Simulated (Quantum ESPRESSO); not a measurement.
## MgS (Niningerite): from the cell to the phonon bands

Wanted: phonon bands, density of states and zone-centre response of MgS (Niningerite).

Method: DFT LDA, scalar-relativistic, plane waves, PseudoDojo norm-conserving pseudopotentials, in Quantum ESPRESSO 7.5.

**1. The structure**

It takes space group Fm-3m (No. 225, cubic). The conventional cell has a = 5.203 Å, b = 5.203 Å, c = 5.203 Å, α = 90.00°, β = 90.00°, γ = 90.00°. Nearest to Mg lie 6 S at 2.60 Å. Nearest to S lie 6 Mg at 2.60 Å. Farther neighbours and most contacts between anions are not listed.

**2. A probe with smearing**

Before anything dear is run, a loose run with smearing shows whether this is a metal and how far the cell is from rest.

The input, probe.in:

```
&CONTROL
  calculation = 'scf'
  prefix      = 'x'
  outdir      = './tmp'
  pseudo_dir  = './pseudo'
  tprnfor     = .true.
  tstress     = .true.
  verbosity   = 'high'
/
&SYSTEM
  ibrav       = 2
  celldm(1)   = 9.83281194
  nat         = 2
  ntyp        = 2
  ecutwfc     = 84.0
  occupations = 'smearing'
  smearing    = 'gaussian'
  degauss     = 0.01
/
&ELECTRONS
  conv_thr         = 1.0d-07
  mixing_beta      = 0.7
  electron_maxstep = 100
/
ATOMIC_SPECIES
 Mg     24.3050  Mg.upf
 S      32.0600  S.upf
ATOMIC_POSITIONS crystal
 Mg     0.000000000   0.000000000   0.000000000
 S      0.500000000   0.500000000   0.500000000
K_POINTS automatic
 6 6 6 0 0 0
```

Command:

```
OMP_NUM_THREADS=1 mpirun -n 4 pw.x -nk 4 -in probe.in > probe.out
```

The log of the run:

```text
[banners, grids, parts of the stress and lines that vanish by symmetry left out]
Program PWSCF v.7.5
     bravais-lattice index     =            2
     lattice parameter (alat)  =       9.8328  a.u.
[...]
kinetic-energy cutoff     =      84.0000  Ry
     charge density cutoff     =     336.0000  Ry
     scf convergence threshold =      1.0E-07
[...]
Exchange-correlation= SLA  PW   NOGX NOGC
                           (   1   4   0   0   0   0   0)
[...]
48 Sym. Ops., with inversion, found
[...]
(     0          1          0      )
                  (     0          0          1      )
[...]
(  0.0000000  1.0000000  0.0000000 )
                  (  0.0000000  0.0000000  1.0000000 )
[...]
(     1          0         -1      )
                  (     0          0         -1      )
[...]
(  0.0000000 -1.0000000  0.0000000 )
[...]
(     0          1         -1      )
                  (     0          1          0      )
[...]
( -1.0000000  0.0000000  0.0000000 )
                  (  0.0000000  1.0000000  0.0000000 )
[...]
number of k points=    16  Gaussian smearing, width (Ry)=  0.0100
[...]
End of self-consistent calculation
[...]
the Fermi energy is     7.9961 ev
!    total energy              =    -140.89756117 Ry
[...]
convergence has been achieved in   6 iterations
[...]
atom    1 type  1   force =     0.00000000    0.00000000    0.00000000
     atom    2 type  2   force =     0.00000000    0.00000000    0.00000000
[...]
Total force =     0.000000     Total SCF correction =     0.000000
[...]
total   stress  (Ry/bohr**3)                   (kbar)     P=      -31.47
[...]
XML data file, charge density, pseudopotentials, collected wavefunctions

   JOB DONE.
```

Wall time 2.9 s (4 MPI ranks of Intel Xeon Platinum 8559C (Emerald Rapids), shared host).

Numbers from this step:

| Quantity | Value |
| --- | --- |
| volume per atom | 17.61 Å³ |
| pressure | -3.147 GPa |
| gap on the k-mesh | 2.559 eV |

A gap of 2.6 eV opens on this mesh, so the crystal is taken as an insulator; the start stands at -3.1 GPa.

**3. Relaxing the cell and atoms**

The relaxation runs at a cutoff a fifth above that of the response, since stress converges more slowly with the basis than frequencies do. Forces and stress are brought to rest with tight thresholds.

The input, relax.in:

```
&CONTROL
  calculation   = 'vc-relax'
  prefix        = 'x'
  outdir        = './tmp'
  pseudo_dir    = './pseudo'
  tprnfor       = .true.
  tstress       = .true.
  forc_conv_thr = 2.0d-05
  etot_conv_thr = 1.0d-07
  nstep         = 40
/
&SYSTEM
  ibrav       = 2
  celldm(1)   = 9.83281194
  nat         = 2
  ntyp        = 2
  ecutwfc     = 101
  occupations = 'fixed'
  nbnd        = 10
/
&ELECTRONS
  conv_thr         = 1.0d-11
  mixing_beta      = 0.7
  electron_maxstep = 100
/
&IONS
/
&CELL
  press_conv_thr = 0.2
/
ATOMIC_SPECIES
 Mg     24.3050  Mg.upf
 S      32.0600  S.upf
ATOMIC_POSITIONS crystal
 Mg     0.000000000   0.000000000   0.000000000
 S      0.500000000   0.500000000   0.500000000
K_POINTS automatic
 8 8 8 0 0 0
```

Command:

```
OMP_NUM_THREADS=1 mpirun -n 4 pw.x -nk 4 -in relax.in > relax.out
```

The log of the run:

```text
[banners, grids, parts of the stress and lines that vanish by symmetry left out]
[banner, memory and clock lines left out]
Program PWSCF v.7.5

[...]
kinetic-energy cutoff     =     101.0000  Ry
     charge density cutoff     =     404.0000  Ry
     scf convergence threshold =      1.0E-11
[...]
energy convergence thresh.=      1.0E-07
     force convergence thresh. =      2.0E-05
     press convergence thresh. =      2.0E-01
     Exchange-correlation= SLA  PW   NOGX NOGC
                           (   1   4   0   0   0   0   0)
[...]
48 Sym. Ops., with inversion, found
[...]
number of k points=    29
[...]
End of self-consistent calculation
[...]
highest occupied, lowest unoccupied level (ev):     6.1685    8.7304
!    total energy              =    -140.89781841 Ry
[...]
convergence has been achieved in  10 iterations
[...]
atom    1 type  1   force =     0.00000000    0.00000000    0.00000000
     atom    2 type  2   force =     0.00000000    0.00000000   -0.00000000
     Total force =     0.000000     Total SCF correction =     0.000000
[...]
total   stress  (Ry/bohr**3)                   (kbar)     P=      -31.68
[...]
number of bfgs steps    =   0
[...]
CELL_PARAMETERS (alat=  9.83281194)
[...]
ATOMIC_POSITIONS (crystal)
Mg               0.0000000000        0.0000000000        0.0000000000
S                0.5000000000        0.5000000000        0.5000000000
[...]
New effective cutoffs (rho, wfc):  407.39  102.08
[...]
End of self-consistent calculation
[...]
highest occupied, lowest unoccupied level (ev):     6.3569    8.9525
!    total energy              =    -140.89849101 Ry
[...]
convergence has been achieved in   7 iterations
[...]
atom    1 type  1   force =    -0.00000000   -0.00000000    0.00000000
     atom    2 type  2   force =     0.00000000    0.00000000   -0.00000000
     Total force =     0.000000     Total SCF correction =     0.000000
[...]
total   stress  (Ry/bohr**3)                   (kbar)     P=      -19.97
[...]
number of bfgs steps    =   1
[...]
CELL_PARAMETERS (alat=  9.83281194)
[...]
ATOMIC_POSITIONS (crystal)
Mg               0.0000000000       -0.0000000000       -0.0000000000
S                0.5000000000        0.5000000000        0.5000000000
[...]
New effective cutoffs (rho, wfc):  414.09  103.76
[...]
End of self-consistent calculation
[...]
highest occupied, lowest unoccupied level (ev):     6.6477    9.2937
!    total energy              =    -140.89889591 Ry
[...]
convergence has been achieved in   8 iterations
[...]
atom    1 type  1   force =    -0.00000000   -0.00000000   -0.00000000
     atom    2 type  2   force =     0.00000000    0.00000000   -0.00000000
     Total force =     0.000000     Total SCF correction =     0.000000
[...]
total   stress  (Ry/bohr**3)                   (kbar)     P=       -0.71
[...]
number of bfgs steps    =   2
[...]
CELL_PARAMETERS (alat=  9.83281194)
[...]
ATOMIC_POSITIONS (crystal)
[...]
New effective cutoffs (rho, wfc):  414.33  103.82
[...]
End of self-consistent calculation
[...]
highest occupied, lowest unoccupied level (ev):     6.6584    9.3062
!    total energy              =    -140.89889638 Ry
[...]
convergence has been achieved in   6 iterations
[...]
atom    1 type  1   force =    -0.00000000    0.00000000    0.00000000
     atom    2 type  2   force =     0.00000000    0.00000000    0.00000000
     Total force =     0.000000     Total SCF correction =     0.000000
[...]
total   stress  (Ry/bohr**3)                   (kbar)     P=        0.03
[...]
number of bfgs steps    =   3
[...]
small trust_radius: resetting bfgs history
[...]
CELL_PARAMETERS (alat=  9.83281194)
[...]
ATOMIC_POSITIONS (crystal)
[...]
New effective cutoffs (rho, wfc):  414.33  103.82
[...]
End of self-consistent calculation
[...]
highest occupied, lowest unoccupied level (ev):     6.6582    9.3060
!    total energy              =    -140.89889638 Ry
[...]
convergence has been achieved in   3 iterations
[...]
atom    1 type  1   force =    -0.00000000   -0.00000000    0.00000000
     atom    2 type  2   force =    -0.00000000    0.00000000   -0.00000000
     Total force =     0.000000     Total SCF correction =     0.000000
[...]
total   stress  (Ry/bohr**3)                   (kbar)     P=        0.02
[...]
bfgs converged in   5 scf cycles and   4 bfgs steps
[...]
End of BFGS Geometry Optimization
     Final enthalpy           =    -140.8988963785 Ry
     File ./tmp/x.bfgs deleted, as requested
[...]
CELL_PARAMETERS (alat=  9.83281194)
[...]
ATOMIC_POSITIONS (crystal)
Mg               0.0000000000       -0.0000000000        0.0000000000
S                0.5000000000        0.5000000000        0.5000000000
[...]
Final scf calculation at the relaxed structure.
[...]
kinetic-energy cutoff     =     101.0000  Ry
     charge density cutoff     =     404.0000  Ry
     scf convergence threshold =      1.0E-13
[...]
press convergence thresh. =      2.0E-01
     Exchange-correlation= SLA  PW   NOGX NOGC
                           (   1   4   0   0   0   0   0)
[...]
48 Sym. Ops., with inversion, found
[...]
number of k points=    29
[...]
c_bands:  1 eigenvalues not converged
     c_bands:  1 eigenvalues not converged
[...]
End of self-consistent calculation
[...]
highest occupied, lowest unoccupied level (ev):     6.6582    9.3060
!    total energy              =    -140.89889428 Ry
[...]
convergence has been achieved in  12 iterations
[...]
atom    1 type  1   force =     0.00000000    0.00000000    0.00000000
     atom    2 type  2   force =    -0.00000000   -0.00000000    0.00000000
     Total force =     0.000000     Total SCF correction =     0.000000
[...]
total   stress  (Ry/bohr**3)                   (kbar)     P=       -0.00
[...]
XML data file, charge density, pseudopotentials, collected wavefunctions
```

Wall time 20 s (4 MPI ranks); 79 s of CPU time.

Relaxation path:

| step | energy less that of the first step (eV) | largest force (eV/Å) | pressure (GPa) | volume (Å³) |
| --- | --- | --- | --- | --- |
| 1 | 0.0000 | 0.0000 | -3.17 | 35.22 |
| 2 | -0.0092 | 0.0000 | -2.00 | 34.65 |
| 3 | -0.0147 | 0.0000 | -0.07 | 33.82 |
| 4 | -0.0147 | 0.0000 | 0.00 | 33.79 |
| 5 | -0.0147 | 0.0000 | 0.00 | 33.79 |
| 6 | -0.0146 | 0.0000 | 0.00 | 33.79 |

| conventional cell, symmetrised | before | after | change |
| --- | --- | --- | --- |
| a (Å) | 5.203 | 5.132 | -1.4 % |
| b (Å) | 5.203 | 5.132 | -1.4 % |
| c (Å) | 5.203 | 5.132 | -1.4 % |
| volume (Å³/atom) | 17.61 | 16.89 | -4.1 % |

The relaxed structure:

```
CELL_PARAMETERS angstrom
-2.56588 0.00000 2.56588
0.00000 2.56588 2.56588
-2.56588 2.56588 0.00000
ATOMIC_POSITIONS crystal
Mg 0.00000 0.00000 0.00000
S 0.50000 0.50000 0.50000
```

The last row of the table of steps is pw.x's closing run on a basis chosen anew for the final cell, so its energy can jump.

Numbers from this step:

| Property | Result |
| --- | --- |
| volume per atom | 16.89 Å³ |
| pressure | 0 GPa |
| gap on the k-mesh | 2.648 eV |

The volume changes by -4.1 % from the cell with which this run began.

**4. Self-consistent run for the response**

The response is built on this ground state, so it is converged far tighter than an energy would need. With a gap, occupations are fixed, which also allows the response to an electric field.

The input, scf.in:

```
&CONTROL
  calculation = 'scf'
  prefix      = 'x'
  outdir      = './tmp'
  pseudo_dir  = './pseudo'
  tprnfor     = .true.
  tstress     = .true.
/
&SYSTEM
  ibrav       = 2
  celldm(1)   = 9.69763007
  nat         = 2
  ntyp        = 2
  ecutwfc     = 84.0
  occupations = 'fixed'
  nbnd        = 10
/
&ELECTRONS
  conv_thr         = 1.0d-12
  mixing_beta      = 0.7
  electron_maxstep = 100
/
ATOMIC_SPECIES
 Mg     24.3050  Mg.upf
 S      32.0600  S.upf
ATOMIC_POSITIONS crystal
 Mg     0.000000000   0.000000000   0.000000000
 S      0.500000000   0.500000000   0.500000000
K_POINTS automatic
 8 8 8 0 0 0
```

Command:

```
OMP_NUM_THREADS=1 mpirun -n 4 pw.x -nk 4 -in scf.in > scf.out
```

The log of the run:

```text
[banners, grids, parts of the stress and lines that vanish by symmetry left out]
[banner, memory and clock lines left out]
Program PWSCF v.7.5

[...]
kinetic-energy cutoff     =      84.0000  Ry
     charge density cutoff     =     336.0000  Ry
     scf convergence threshold =      1.0E-12
[...]
Exchange-correlation= SLA  PW   NOGX NOGC
                           (   1   4   0   0   0   0   0)
[...]
48 Sym. Ops., with inversion, found
[...]
number of k points=    29
[...]
End of self-consistent calculation
[...]
highest occupied, lowest unoccupied level (ev):     6.6583    9.3061
!    total energy              =    -140.89886086 Ry
[...]
convergence has been achieved in  11 iterations
[...]
atom    1 type  1   force =     0.00000000    0.00000000    0.00000000
     atom    2 type  2   force =     0.00000000    0.00000000    0.00000000
     Total force =     0.000000     Total SCF correction =     0.000000
[...]
total   stress  (Ry/bohr**3)                   (kbar)     P=       -0.14
[...]
XML data file, charge density, pseudopotentials, collected wavefunctions
```

Elapsed: 5.4 s, on 4 MPI ranks; 20 s of CPU time.

Read from the output:

- pressure: -0.01400 GPa

The cell stands at -0.014 GPa, close enough for phonons.

(Part 1 of 3 ends here.)

[Host names and launcher messages were left out of these logs when they were recorded.]

[Logs are printed without paths, hosts, clocks, repeated set-up lines and the standing remarks that a program may print on its own settings, such as how far it seeks lower states.]

[Hosts, paths, dates, database ids (printed as entryN), source tags and the programs' standing remarks are cut or masked in the printed files.]
